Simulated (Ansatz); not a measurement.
# BeHg2 (built on the sites of a database entry of CaHg2): relaxing the cell for a phonon run

Aim: bring BeHg2 (built on the sites of a database entry of CaHg2) to small forces and stress, as phonons need.

Calculated with Ansatz 0.2.0; DFT LDA, scalar-relativistic, plane waves, norm-conserving pseudopotentials.

This is a report of a sequence of runs, with most program output left out.

The structure was built from a prototype and need not be the compound's stable phase.

## Step 1: Set-up

Symmetry: P-3m1, No. 164, trigonal system. Conventional cell: a = 4.599 Å, b = 4.599 Å, c = 3.054 Å, α = 90.00°, β = 90.00°, γ = 120.00°. Be has 6 Hg at 2.66 Å nearest. Hg has 3 Be at 2.66 Å and 3 Hg at 2.68 Å nearest. Farther neighbours are not listed.

## Step 2: A coarse first look

First a cheap look: the gap decides the mesh and the occupations, the pressure tells how far the cell has to move.

input.yaml

```yaml
crystal:
  lattice:
    - [4.59942, 0.0, 0.0]
    - [-2.29971, 3.98322, 0.0]
    - [0.0, 0.0, 3.05437]
  atoms:
    - { symbol: Be, position: [0.0, 0.0, 0.0] }
    - { symbol: Hg, position: [0.66666667, 0.33333333, 0.946832] }
    - { symbol: Hg, position: [0.33333333, 0.66666667, 0.053168] }
kpoints:
  mp_grid: { grid: [6, 6, 6] }
hamiltonian:
  xc: lda
  pseudopotentials: { kind: nc }
scf:
  occupations: { method: gaussian, width: 0.1 }
output:
  forces: true
  stress: true
  eigenvalues: true
```

Launch:

```sh
$ ansatz run input.yaml --threads 8 --pin off --max-ram 14336MiB --backend cpu --events-out ev --progress --plain --runs-dir out
```

It took 2 s on 8 threads of Arm Neoverse V1, shared host; peak memory 0.63 GiB.

This step gave:

| Quantity | Value |
| --- | --- |
| pressure | 0.6466 GPa |
| volume per atom | 18.65 Å³ |
| gap on the k-mesh | 0 eV |

The coarse mesh shows no gap and a pressure of 0.6 GPa.

## Step 3: Relaxation

The cell and atoms are relaxed, since residual forces and stress would shift the frequencies.

Changes to input.yaml since step 2:

```diff
@@ -10,3 +10,3 @@
 kpoints:
-  mp_grid: { grid: [6, 6, 6] }
+  mp_grid: { grid: [12, 12, 14] }
 hamiltonian:
@@ -20 +20,10 @@
   eigenvalues: true
+  write_density: true
+  write_potential: true
+  elf: true
+  volumetric_format: npy
+relax:
+  adjacent_minimum: "off"
+  f_tol: 0.005
+  max_steps: 80
+  cell: { stress_tol: 0.05 }
```

It took 86 s on 8 threads; peak memory 1.4 GiB; 11 min of CPU time.

The steps of the relaxation:

| step | energy less that of the first step (eV) | largest force component (eV/Å) | pressure (GPa) | volume (Å³) |
| --- | --- | --- | --- | --- |
| 1 | 0.0000 | 0.0921 | 0.80 | 55.96 |
| 2 | -0.0369 | 0.0662 | -0.58 | 58.46 |
| 3 | -0.0418 | 0.0262 | 0.59 | 58.31 |
| 4 | -0.0452 | 0.0056 | -0.13 | 58.70 |
| 5 | -0.0453 | 0.0007 | -0.07 | 58.63 |
| 6 | -0.0453 | 0.0000 | 0.00 | 58.59 |
| 7 | -0.0453 | 0.0000 | 0.00 | 58.59 |
| 8* | -0.0458 | 0.0000 | 0.02 | 58.59 |

Relaxation steps marked * repeat the geometry before them on a plane-wave basis chosen anew for their cell, so energy and pressure can jump there.

The run keeps the 12 symmetry operations that it works with, so distortions that break them were not tested.

| cell as run | before | after | change |
| --- | --- | --- | --- |
| a (Å) | 4.599 | 4.585 | -0.3 % |
| b (Å) | 4.599 | 4.585 | -0.3 % |
| c (Å) | 3.054 | 3.218 | +5.3 % |
| volume (Å³/atom) | 18.65 | 19.53 | +4.7 % |

The atoms that moved most (Å, as changes of fractional coordinates times the final cell):

| atom | dx | dy | dz | length |
| --- | --- | --- | --- | --- |
| Hg2 | 0.000 | 0.000 | 0.171 | 0.171 |
| Hg3 | 0.000 | 0.000 | -0.171 | 0.171 |

Final coordinates:

```xyz
3
Lattice="4.5853 0.0000 0.0000 -2.2926 3.9710 0.0000 0.0000 0.0000 3.2176" Properties=species:S:1:pos:R:3 pbc="T T T"
Be    0.0000    0.0000    0.0000
Hg    2.2926    1.3237    3.2175
Hg    0.0000    2.6473    0.0001
```

This step gave:

* pressure: 0.02036 GPa
* volume per atom: 19.53 Å³

ELF in the ab plane at fractional z = 0.000, with atoms of Be and Hg within 0.2 Å of it. It is the smooth field of the valence electrons, not physical close to the nuclei.

Ten even steps from '0' (1.00 × 1e-1) to '9' (9.14 × 1e-1), each cell a mean:
```
61443222235318
13433343235301
54335775335533
43366475234555
22472274223333
22575752222322
22466422245532
22333222577742
22222224724732
44443236526533
55554236776334
10154234543344
53054222223431
95154222224516
```
Columns run along a (4.6 Å), rows up along b (4.6 Å). Atoms in or near the plane, at fractional coordinates: Be at (0.00, 0.00), Hg at (0.67, 0.33), Hg at (0.33, 0.67).

Valence density in the ab plane at fractional z = 0.000, with atoms of Be and Hg within 0.2 Å of it. It is the smooth field of the valence electrons, not physical close to the nuclei.

Ten even steps from '_' (0 e/Å³) to '@' (20 e/Å³), each cell a mean:
```
--________________________--
____________..______________
________..----..____________
______::======..____________
____..======--______________
____..++++==..______________
____..::::..________....____
________________..--==--..__
______________..======--____
______________::++====..____
______________::++==::______
______________......________
::__________________________
@@::______________________--
```
Columns run along a (4.6 Å), rows up along b (4.6 Å). Atoms in or near the plane, at fractional coordinates: Be at (0.00, 0.00), Hg at (0.67, 0.33), Hg at (0.33, 0.67).

Electrostatic potential energy in the ab plane at fractional z = 0.000, with atoms of Be and Hg within 0.2 Å of it. With pseudopotentials it is smooth inside the atoms' cores, unlike the true potential.

Ten even steps from '_' (-193 eV) to '@' (13 eV), each cell a mean:
```
##%%@@@@@@@@@@@@@@@@@@@@%%##
@@@@@@@@@@%%%%%%@@@@@@@@@@%%
@@@@@@@@##++++##@@@@@@@@@@@@
@@@@@@**::__--##@@@@@@@@@@@@
@@@@%%--____==%%@@@@@@@@@@@@
@@@@##::..--##@@@@@@@@@@@@@@
@@@@%%****%%@@@@@@%%####%%@@
@@@@@@%%@@@@@@@@##==--++%%@@
@@@@@@@@@@@@@@%%--____++%%@@
@@@@@@@@@@@@@@**..__::##@@@@
@@@@@@@@@@@@%%**::--**@@@@@@
@@@@@@@@@@@@@@%%##%%@@@@@@@@
##%%@@@@@@@@@@@@@@@@@@@@@@%%
**##@@@@@@@@@@@@@@@@@@@@@@##
```
Columns run along a (4.6 Å; values clipped at the 3rd and 97th percentile), rows up along b (4.6 Å). Atoms in or near the plane, at fractional coordinates: Be at (0.00, 0.00), Hg at (0.67, 0.33), Hg at (0.33, 0.67).

In this step the volume went from 18.65 to 19.53 Å³/atom.

## Step 4: Relaxing to small forces for the phonons

Phonons need a cell at rest on their own settings, so the relaxation is repeated with tight tolerances on forces and stress, using the mesh and the filling of the phonon run that follows.

input.yaml

```yaml
crystal:
  lattice:
    - [4.5852723311, 0.0, 0.0]
    - [-2.2926361656, 3.970962322, 0.0]
    - [0.0, 0.0, 3.2175763669]
  atoms:
    - { symbol: Be, position: [0.0, 0.0, 0.0] }
    - { symbol: Hg, position: [0.6666666667, 0.3333333333, 0.9999799993] }
    - { symbol: Hg, position: [0.3333333333, 0.6666666667, 2.00007e-05] }
kpoints:
  mp_grid: { grid: [12, 12, 16] }
hamiltonian:
  xc: lda
  pseudopotentials: { kind: nc }
scf:
  occupations: { method: methfessel_paxton, width: 0.2 }
output:
  forces: true
  stress: true
  eigenvalues: true
relax:
  adjacent_minimum: "off"
  f_tol: 0.001
  max_steps: 60
  cell: { stress_tol: 0.01 }
```

It took 51 s on 8 threads; peak memory 1.5 GiB; 6.6 min of CPU time.

Relaxation path:

| step | energy less that of the first step (eV) | largest force component (eV/Å) | pressure (GPa) | volume (Å³) |
| --- | --- | --- | --- | --- |
| 1 | 0.0000 | 0.0000 | 0.05 | 58.59 |
| 2 | -0.0001 | 0.0000 | -0.04 | 58.53 |
| 3 | -0.0001 | 0.0000 | 0.01 | 58.52 |
| 4* | -0.0001 | 0.0000 | 0.01 | 58.52 |

Relaxation steps marked * repeat the geometry before them on a plane-wave basis chosen anew for their cell, so energy and pressure can jump there.

The run keeps the 12 symmetry operations that it works with, so distortions that break them were not tested.

| conventional cell, symmetrised | before | after | change |
| --- | --- | --- | --- |
| a (Å) | 4.585 | 4.587 | +0.0 % |
| b (Å) | 4.585 | 4.587 | +0.0 % |
| c (Å) | 3.218 | 3.211 | -0.2 % |
| volume (Å³/atom) | 19.53 | 19.51 | -0.1 % |

The relaxed structure:

```
Be Hg
1.0
     4.58740    0.00000    0.00000
    -2.29370    3.97281    0.00000
     0.00000    0.00000    3.21105
Be Hg
1 2
Direct
  0.00000 0.00000 0.00000
  0.66667 0.33333 0.99999
  0.33333 0.66667 0.00001
```

Numbers from this step:

| Property | Result |
| --- | --- |
| pressure | 0.007585 GPa |
| volume per atom | 19.51 Å³ |

The largest force component left is 0.022 meV/Å and the pressure is 0.008 GPa, within the tolerances set. The cell now holds 19.51 Å³/atom. Within 0.01 Å the structure now has space group P6/mmm, not the P-3m1 of the start.

## Step 5: Outcome

- space group after relaxation (within 0.01 Å): P6/mmm
- lattice constant a: 4.587 Å
- lattice constant b: 4.587 Å
- lattice constant c: 3.211 Å
- volume per atom: 19.5 Å³

What this shows: The largest force component left is 0.022 meV/Å and the pressure is 0.008 GPa, within the tolerances set. The cell now holds 19.51 Å³/atom. Within 0.01 Å the structure now has space group P6/mmm, not the P-3m1 of the start. The relaxation keeps the symmetry of its start, so it says nothing on stability against lower symmetry. The relaxed cell left the space group of the starting entry, even within 0.1 Å, so it may not be the phase that the entry, or a measurement on it, describes. Spin-orbit coupling is left out, which can matter for the heavy elements here. The starting cell was built on a prototype and not taken from a measurement, so the phase need not exist.

[Logs are printed without paths, hosts, clocks, repeated set-up lines and the standing remarks that a program may print on its own settings, such as how far it seeks lower states.]

[Hosts, paths, dates, database ids (printed as entryN), source tags and the programs' standing remarks are cut or masked in the printed files.]
